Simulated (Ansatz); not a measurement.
# How AgCl (Chlorargyrite, Fm-3m) expands on warming, part 3 of 3

Aim: the lattice, expansion, heat capacity and bulk modulus of AgCl (Chlorargyrite) as it warms.

Measurements to reproduce:
- volume expansion coefficient 98.7 1e-6/K near room temperature (given in “Descriptors for thermal expansion in solids”, 2017, arXiv:1701.03966)
- heat capacity C_P per formula unit 53 J/mol/K near room temperature (given in “High-Throughput Prediction of Finite-Temperature Properties using the Quasi-Harmonic Approximation”, 2016, arXiv:1603.06924)

Ansatz 0.2.0; DFT RPBE, scalar-relativistic, plane waves, PAW.

So far. Step 2 (Probe on a coarse mesh): The start is under 7.2 GPa at this level and looks like an insulator or semiconductor on this mesh. Step 5 (Tight relaxation): The residual pressure is -0.0045 GPa, small enough for phonons. The relaxed cell has a = 5.769 Å (conventional setting).

The database entry behind the starting cell differs from later determinations by our own check (an axis about 1.4 % short against later determinations), so it need not match the best structure at ambient conditions.

## 8. Phonons of the refused cell

The study refused this cell, so its phonons are run alone to see which modes are imaginary.

input.yaml reads:

```yaml
crystal:
  lattice:
    - [0.0, 2.8843978006, 2.8843978006]
    - [2.8843978006, 0.0, 2.8843978006]
    - [2.8843978006, 2.8843978006, 0.0]
  atoms:
    - { symbol: Ag, position: [0.0, 0.0, 0.0] }
    - { symbol: Cl, position: [0.5, 0.5, 0.5] }
kpoints:
  mp_grid: { grid: [8, 8, 8] }
hamiltonian:
  xc: rpbe
scf:
  occupations: { method: fixed }
output:
  eigenvalues: true
phonons:
  method: dfpt
  dielectric: true
  rigid_motions: translations
  qmesh: [4, 4, 4]
  temperatures: { t_max: 1000, t_step: 50 }
  qpath:
    path:
      - [[0.0, 0.0, 0.0], [0.5, 0.0, 0.5], [0.625, 0.25, 0.625]]
      - [[0.375, 0.375, 0.75], [0.0, 0.0, 0.0], [0.5, 0.5, 0.5], [0.5, 0.25, 0.75], [0.5, 0.0, 0.5]]
    npoints: 10
```

Run with:

```console
$ ansatz run input.yaml --threads 4 --pin off --max-ram 8192MiB --backend cpu --events-out ev --progress --plain --runs-dir out
```

Numbers of over 12 decimals in the logs are rounded to 6 here.

The program printed:

```text
[...]
Crystal: 2 atoms, lattice volume = 47.995 Å³
Basis set: ecut = 420 eV, 941 PW (Γ), exchange–correlation on 60×60×60 points (8 copies of the dense FFT grid, shifted against one another)
Bands: 17, of which v1, the nominal top of the filled ones, is band 13 counted from 1 (12 counted from 0)
Symmetry: 48 space group operations
k-points: 59 of 512 (irreducible under 8 space group operations, time reversal used)
[...]
SCF iter   1: F=—  HF=-8682.704340 eV  |F-HF|=—  |Δ(HF+E_count)|=         —  Δρ=4.82e-3  dr2=1.17e-2  ethr=1.77e-3  ⟨swp⟩=4.7  Hψ=4148  notcnv=0  defer=108
[...]
SCF iter   8: F=-8682.702571 eV  HF=-8682.702571 eV  |F-HF|=1.82e-12  |Δ(HF+E_count)|=  4.82e-10  Δρ=6.52e-8  dr2=2.20e-12  ethr=1.00e-12  ⟨swp⟩=8.3  Hψ=5688  notcnv=0
SCF 1 converged in 8 iterations: F = -8682.702571 eV  dr2 = 2.20e-12
[...]
DFPT response loops at Γ: preconditioner auto → none (the input reference at scf.mixing.eps_inf says where Resta's filter doesn't serve); β = 0.50; Broyden in place of MSR1
── the response to a field inside a basis, on 8×8×8 k-points: an SCF that follows is theirs, and a resumed run solves both again ──
Bands: 14, of which v1, the nominal top of the filled ones, is band 13 counted from 1 (12 counted from 0)
k-points: 60 of 512 (irreducible under 12 space group operations)
[...]
Eigensolver: Dense (60 Hₖ)
SCF iter   1: F=—  HF=-8682.698888 eV  |F-HF|=—  |Δ(HF+E_count)|=         —  Δρ=3.95e-4  dr2=8.18e-6  ethr=1.00e-1
[...]
SCF iter   4: F=-8682.698913 eV  HF=-8682.698913 eV  |F-HF|=2.50e-9  |Δ(HF+E_count)|=   1.93e-7  Δρ=1.04e-5  dr2=2.70e-8  ethr=6.99e-9
SCF 1 converged in 4 iterations: F = -8682.698913 eV  dr2 = 2.70e-8
[...]
NSCF: frozen V_eff on 29 k-points
[...]
DFPT response loops at q = (0, 0, 0.25) (fractional): preconditioner auto → Resta (q_TF=auto, 2.463 Å⁻¹)  ε∞=7.2 (no band partly filled); β = 1.00, the filter's whole step (`scf.mixing.beta` (0.50) is not read by the response loops at its default; to damp them type it under 1.00, their step now; it binds the ground state too); Broyden in place of MSR1
[...]
SCF converged after 8 iterations
Free energy (F): -8682.702571 eV
[...]
Internal energy: -8682.702571 eV  (E = F + TS)
E sigma→0 (E₀):  -8682.702571 eV
Fermi energy:    6.358064 eV
[...]
--- Band table (eV; the first three rows and the last of 59) ---
  k-point 0: bands = [... 9 lower, 4.3879, 4.5113, 4.5113, 4.5113, 7.5254, 17.2276, 17.2276, 17.2276]
  k-point 1: bands = [... 9 lower, 4.3925, 4.5963, 5.1102, 5.1102, 8.1442, 15.9859, 16.8673, 16.8673]
  k-point 2: bands = [... 9 lower, 4.4826, 4.7051, 5.7260, 5.7260, 9.3591, 14.3206, 15.6337, 15.6337]
  k-point 58: bands = [... 9 lower, 4.7023, 4.7071, 4.7071, 5.4391, 10.5171, 14.3808, 14.3808, 14.4397]
--- Phonons (Γ-DFPT): 2 representative perturbations + reference, on 59 of 512 k-points (Σ response iterations 7) ---
  k mesh reduced under 8 symmetry operations, with k and −k counted as one. Each operation leaves every solved perturbation unchanged. A smaller set is not considered because the run solves the response to a homogeneous field
  ASR residual: 5.032e-5 → 0.000e0 eV/Å²; symmetrization residual: 8.016e-6 eV/Å²
  ASR residual per site (eV/Å²): 4.39e-5 5.03e-5
  Γ frequencies (cm⁻¹): 0.00 0.00 0.00 61.41 61.41 61.41
  ε∞ (high-frequency dielectric tensor):
        4.526900     0.000000    -0.000000
        0.000000     4.526900     0.000000
       -0.000000     0.000000     4.526900
  ε⁰ (static dielectric tensor: ions relaxed, cell fixed):
       26.908309    -0.000000     0.000000
       -0.000000    26.908309     0.000000
        0.000000     0.000000    26.908309
  ε⁰ − ε∞ (ionic part):
       22.381409    -0.000000     0.000000
       -0.000000    22.381409     0.000000
        0.000000     0.000000    22.381409
  softest optical mode at Γ: 61.41 cm⁻¹; the repairs (sum rule, projections) moved no ω² at Γ by more than (0.87 cm⁻¹)²
  Born effective charges Z* (e; rows j = field, columns β = displacement):
    site 0:
         1.48216   -0.00000    0.00000
         0.00000    1.48216   -0.00000
         0.00000    0.00000    1.48216
    site 1:
        -1.48216    0.00000   -0.00000
        -0.00000   -1.48216    0.00000
        -0.00000   -0.00000   -1.48216
  Z* charge neutrality: 6.745e-4 e pre-enforcement
  solved inside a basis spanned on kpoints, on 8×8×8 k-points, its susceptibility summed on 12×12×12: ε∞ is read to err by 1.1e-2, Z* by 2.0e-2 e (field_mesh: kpoints solves on kpoints); Z* is corrected for what the basis lacks
  optical modes at Γ without the LO–TO term, one row a degenerate level:
      ω (cm⁻¹)  modes    IR ((D/Å)²/amu)
         61.41      3             5.6985
  optical modes at Γ + LO–TO along q̂ = [1.0000, 0.0000, 0.0000]:
      ω (cm⁻¹)  modes    IR ((D/Å)²/amu)
         61.41      2             3.7990
        149.73      1             1.8995
  optical modes at Γ + LO–TO along q̂ = [0.0000, 1.0000, 0.0000]:
      ω (cm⁻¹)  modes    IR ((D/Å)²/amu)
         61.41      2             3.7990
        149.73      1             1.8995
  optical modes at Γ + LO–TO along q̂ = [0.0000, 0.0000, 1.0000]:
      ω (cm⁻¹)  modes    IR ((D/Å)²/amu)
         61.41      2             3.7990
        149.73      1             1.8995
--- Phonons (arbitrary-q DFPT): 8 irreducible q on the 4×4×4 mesh ---
  q = [0.0000, 0.0000, 0.0000] (star 1, of the zone-centre solve; hermiticity 4.33e-5, symmetrization 1.74e-12): -0.00 -0.00 0.00 61.41 61.41 61.41
  q = [0.0000, 0.0000, 0.2500] (star 8, 2 solved perturbations on 288 of 512 k-point pairs; hermiticity 8.80e-6, symmetrization 1.35e-11): -4.61 -4.61 45.49 45.49 61.70 155.29
[...]
q = [0.0000, 0.2500, 0.2500] (star 6, 4 solved perturbations in 528 linear systems a pass and spin channel, the states on 164 of 512 k-point pairs; hermiticity 7.64e-6, symmetrization 1.21e-12): 25.30 25.30 57.94 84.29 84.29 135.81
[...]
sum rule: each row above includes the acoustic sum rule's correction from the zone centre's row sums; it moved no ω² by more than (0.62 cm⁻¹)²
  mesh force constants: q→R imaginary residual 2.87e-18; ASR residual 5.032e-5 → 0.000e0 eV/Å²; symmetrization residual 1.110e-15 eV/Å²
  interpolated dispersion: 63 rows × 6 modes
  density of states and harmonic sums: on the 20×20×20 q-mesh, interpolated from the force constants of a 4×4×4 supercell (with the dipole–dipole term)
  largest difference from the sums on the solved wave vectors: F 1.07e-1 eV, S 1.34e-4 and C_V 2.80e-5 eV/K
  zero-point energy: 0.025657 eV/cell   skipped modes (ω ≤ 0): 87, of them read as no rigid motion or as one in doubt: 84 (2.900e-1 modes/cell left out, lowest -44.00 cm⁻¹)   left out of the sums: 4.84e-2 of the cell's modes: C_V's classical limit lies that fraction below 3 k_B per atom; for a crystal, a wire or a layer, F and S can be off by more, and a phonons.interpolated_qmesh denser along its periods is the remedy for the sampling
```

Run time: 58 s. Hardware: 4 threads of Intel Xeon Platinum 8559C (Emerald Rapids), shared host; peak memory 1.3 GiB.

Numbers from this step:

```yaml
gamma_frequencies: 0, 0, 0, 61.41, 61.41, 61.41 cm⁻¹ (negative: imaginary)
lowest_frequency_on_the_path: -43.71 cm⁻¹
point_group: m-3m
highest_frequency: 161.1 cm⁻¹
```

ε∞:

```
4.53 0.00 0.00
0.00 4.53 0.00
0.00 0.00 4.53
```

Born charge (rows field, columns displacement) (e), principal values of the symmetric part by kind of site:

| atom | atoms with these values | low | middle | high | mean |
| --- | --- | --- | --- | --- | --- |
| Ag1 | 1 | 1.48 | 1.48 | 1.48 | 1.48 |
| Cl2 | 1 | -1.48 | -1.48 | -1.48 | -1.48 |

In full for Ag1:

```
1.48 0.00 0.00
0.00 1.48 0.00
0.00 0.00 1.48
```

ε₀ (ions relaxed, fixed cell):

```
26.91  0.00  0.00
 0.00 26.91  0.00
 0.00  0.00 26.91
```

LO-TO term included. Phonon branches along the path, in cm⁻¹:

| point | branch 1 | branch 2 | branch 3 | branch 4 | branch 5 | branch 6 |
| --- | --- | --- | --- | --- | --- | --- |
| Γ | 0 | 0 | 0 | 61 | 61 | 150 |
| halfway | 25 | 25 | 58 | 84 | 84 | 136 |
| X | 32 | 32 | 45 | 103 | 103 | 142 |
| halfway | 33 | 40 | 45 | 96 | 111 | 140 |
| U | 36 | 42 | 56 | 76 | 126 | 133 |
| jump to K | 36 | 42 | 56 | 76 | 126 | 133 |
| halfway | -39 | 30 | 38 | 65 | 89 | 148 |
| Γ | 0 | 0 | 0 | 61 | 61 | 150 |
| halfway | -5 | -5 | 46 | 46 | 62 | 155 |
| L | -44 | -44 | 41 | 41 | 85 | 161 |
| halfway | 33 | 40 | 49 | 71 | 88 | 151 |
| W | 40 | 40 | 56 | 98 | 125 | 125 |
| halfway | 35 | 44 | 46 | 101 | 110 | 137 |
| X | 32 | 32 | 45 | 103 | 103 | 142 |

The phonon branches as a text plot (rows in cm⁻¹):

```
    157 |                                  ***********
    148 |***                   ************           **
    140 |   *************   ***                         *     ***
    131 |                ***                             * ***
    123 |                ****                            ***
    114 |              **                               *   **
    106 |           ***      **                        *      ***
     97 |        ***   *       *                         *****
     89 |       *       *       *                *    *
     80 |    ***         *       *            *** ****
     72 |   *             * ****  **         *       ** *
     63 |***    *          *    *   *****   *          **
     54 |    *** ***     ***     *  *    ***             ****
     46 |   *       ******* ***   **        **     ****     *****
     37 |             ************        *   ******************
     29 |  *   ********        ***  *    *                     **
     20 |   ***                   ** *               *
     12 | **                *       **  ****
      3 |**                         *****
     -5 |                                   *      *
    -14 |                         **
    -22 |                        *           *      *
    -31 |                                     *
    -39 |                    ****              *****
         Γ           X  U|K            Γ         L        W     X
```

The phonon density of states has structure finer than the step of the table below, so its rows give means over 10 cm⁻¹, whole bins alone (the curve runs from -45 to 161 cm⁻¹). Peaks (cm⁻¹: height): 41.0: 0.227, 61.0: 0.0684, 69.0: 0.0778, 141.0: 0.0574.

Tetrahedra on 20 20 20, mean over bins of 2 cm⁻¹. Phonon density of states against wavenumber; means over each step:

| wavenumber (cm⁻¹) | phonon density of states (1/cm⁻¹/cell) |
| --- | --- |
| -40 | 0.00830 |
| -30 | 0.00730 |
| -20 | 0.00546 |
| -10 | 0.00520 |
| 0 | 0.00578 |
| 10 | 0.0102 |
| 20 | 0.0187 |
| 30 | 0.0625 |
| 40 | 0.118 |
| 50 | 0.0372 |
| 60 | 0.0535 |
| 70 | 0.0566 |
| 80 | 0.0346 |
| 90 | 0.0245 |
| 100 | 0.0226 |
| 110 | 0.0179 |
| 120 | 0.0113 |
| 130 | 0.00592 |
| 140 | 0.0417 |
| 150 | 0.0414 |

No LO-TO term. Modes at Γ, with each element's share of the kinetic energy:

| mode | frequency (cm⁻¹) | symmetry | Ag % | Cl % |
| --- | --- | --- | --- | --- |
| 1 | 0.0 | T1u | 75 | 25 |
| 2 | 0.0 | T1u | 75 | 25 |
| 3 | 0.0 | T1u | 75 | 25 |
| 4 | 61.4 | T1u | 25 | 75 |
| 5 | 61.4 | T1u | 25 | 75 |
| 6 | 61.4 | T1u | 25 | 75 |

Displacements in mode 4 (61.4 cm⁻¹), the largest set to 1:
```
Ag1  0.12  0.17 -0.33
Cl2 -0.38 -0.53  1.00
```

Lowest modes at the softest wavevector of the mesh; phase exp(i q.(R + tau)). Modes at q = (0.500, 0.500, 0.500), with each element's share of the kinetic energy (negative means imaginary):

| mode | frequency (cm⁻¹) | Ag % | Cl % |
| --- | --- | --- | --- |
| 1 | -43.7 | 0 | 100 |
| 2 | -43.7 | 0 | 100 |
| 3 | 41.3 | 100 | 0 |
| 4 | 41.3 | 100 | 0 |
| 5 | 84.8 | 100 | 0 |
| 6 | 161.1 | 0 | 100 |

Displacements in mode 2 (-43.7 cm⁻¹), the largest set to 1, in the home cell:
```
Ag1  0.00  0.00  0.00
Cl2 -0.39  1.00 -0.61
```

Displacements in mode 6 (161.1 cm⁻¹), the largest set to 1, in the home cell:
```
Ag1  0.00  0.00  0.00
Cl2 -1.00 -1.00 -1.00
```

Phonopy on the run's constants, 17x17x17 mesh, Gaussian sigma 2.0 cm⁻¹. Modes against wavenumber; read off at these points; values in 1/cm⁻¹/cell:

| wavenumber (cm⁻¹) | Ag | Cl |
| --- | --- | --- |
| -50.0 | 0 | 3.1e-5 |
| -45.0 | 1.2e-5 | 0.00400 |
| -40.0 | 3.7e-5 | 0.00609 |
| -35.0 | 2.2e-4 | 0.0173 |
| -30.0 | 2.0e-4 | 0.00763 |
| -25.0 | 5.5e-4 | 0.00844 |
| -20.0 | 3.2e-4 | 0.00359 |
| -15.0 | 6.6e-4 | 0.00384 |
| -10.0 | 9.0e-4 | 0.00267 |
| -5.0 | 3.4e-5 | 2.5e-4 |
| 0.0 | 1.3e-4 | 5.4e-5 |
| 5.0 | 0.00177 | 0.00120 |
| 10.0 | 0.00466 | 0.00426 |
| 15.0 | 0.00468 | 0.00565 |
| 20.0 | 0.0104 | 0.00823 |
| 25.0 | 0.0239 | 0.0145 |
| 30.0 | 0.0533 | 0.0119 |
| 35.0 | 0.0849 | 0.0103 |
| 40.0 | 0.147 | 0.00810 |
| 45.0 | 0.0506 | 0.00805 |
| 50.0 | 0.0210 | 0.0105 |
| 55.0 | 0.0263 | 0.0130 |
| 60.0 | 0.0400 | 0.0234 |
| 65.0 | 0.0407 | 0.0196 |
| 67.4 | 0.0441 | 0.0180 |
| 70.0 | 0.0398 | 0.0159 |
| 75.0 | 0.0194 | 0.0186 |
| 80.0 | 0.0145 | 0.0220 |
| 85.0 | 0.00418 | 0.024 |
| 90.0 | 0.00125 | 0.0211 |
| 95.0 | 9.7e-4 | 0.0210 |
| 99.2 | 0.00107 | 0.0256 |
| 100.0 | 0.00102 | 0.0246 |
| 105.0 | 7.0e-4 | 0.0193 |
| 110.0 | 5.1e-4 | 0.0163 |
| 115.0 | 4.0e-4 | 0.0154 |
| 120.0 | 2.7e-4 | 0.0116 |
| 125.0 | 9.7e-5 | 0.00458 |
| 130.0 | 1.1e-4 | 0.00609 |
| 135.0 | 3.1e-4 | 0.0179 |
| 140.0 | 0.00103 | 0.0481 |
| 141.1 | 0.00117 | 0.0484 |
| 145.0 | 0.00201 | 0.0440 |
| 150.0 | 0.00297 | 0.0401 |
| 155.0 | 0.00113 | 0.0266 |
| 160.0 | 2.0e-4 | 0.0112 |
| 165.0 | 4.7e-6 | 3.3e-4 |
| 170.0 | 0 | 0 |

Lorentz oscillators from the run's modes, damping 2 % of each frequency (typed, at least 3 cm⁻¹). Reflectivity, E along x against wavenumber; read off at these points:

| wavenumber (cm⁻¹) | reflectivity, E along x |
| --- | --- |
| 5 | 0.459 |
| 10 | 0.462 |
| 15 | 0.467 |
| 20 | 0.475 |
| 25 | 0.486 |
| 30 | 0.5 |
| 35 | 0.518 |
| 40 | 0.542 |
| 45 | 0.574 |
| 50 | 0.62 |
| 55 | 0.689 |
| 60 | 0.820 |
| 65 | 0.938 |
| 70 | 0.955 |
| 75 | 0.960 |
| 80 | 0.962 |
| 85 | 0.962 |
| 90 | 0.962 |
| 95 | 0.96 |
| 100 | 0.957 |
| 105 | 0.954 |
| 110 | 0.950 |
| 115 | 0.944 |
| 120 | 0.936 |
| 125 | 0.925 |
| 130 | 0.909 |
| 135 | 0.884 |
| 140 | 0.840 |
| 145 | 0.745 |

The lowest solved frequency is -43.7 cm⁻¹, so the cell is unstable here and gives no valid free energy.

## 9. Summary of results

```
lowest frequency at the solved wavevectors : -43.7 cm⁻¹
```

What this shows: With imaginary harmonic modes at the relaxed cell the quasi-harmonic free energy is undefined, so no expansion is obtained for this phase at this level. The softest solved mode is 44i cm⁻¹ at q = (0, 0, -0.5), and 2 of 8 solved wavevectors carry a mode beyond 8i cm⁻¹. The starting cell comes from a crystallographic database, so the instability may belong to the level of theory or to the 0 K harmonic picture and not to the crystal; this functional changes the volume by +17 % against that cell. The PAW files were made for PBE and are used here under another functional, for which the program regenerates the frozen cores. The cell of these runs is 17 % larger in volume than the database cell, so they may describe another state of the crystal than the one measured.

[Logs are printed without paths, hosts, clocks, repeated set-up lines and the standing remarks that a program may print on its own settings, such as how far it seeks lower states.]

[Hosts, paths, dates, database ids (printed as entryN), source tags and the programs' standing remarks are cut or masked in the printed files.]

[A step with changed settings may run another functional than the one named; its input shows which.]
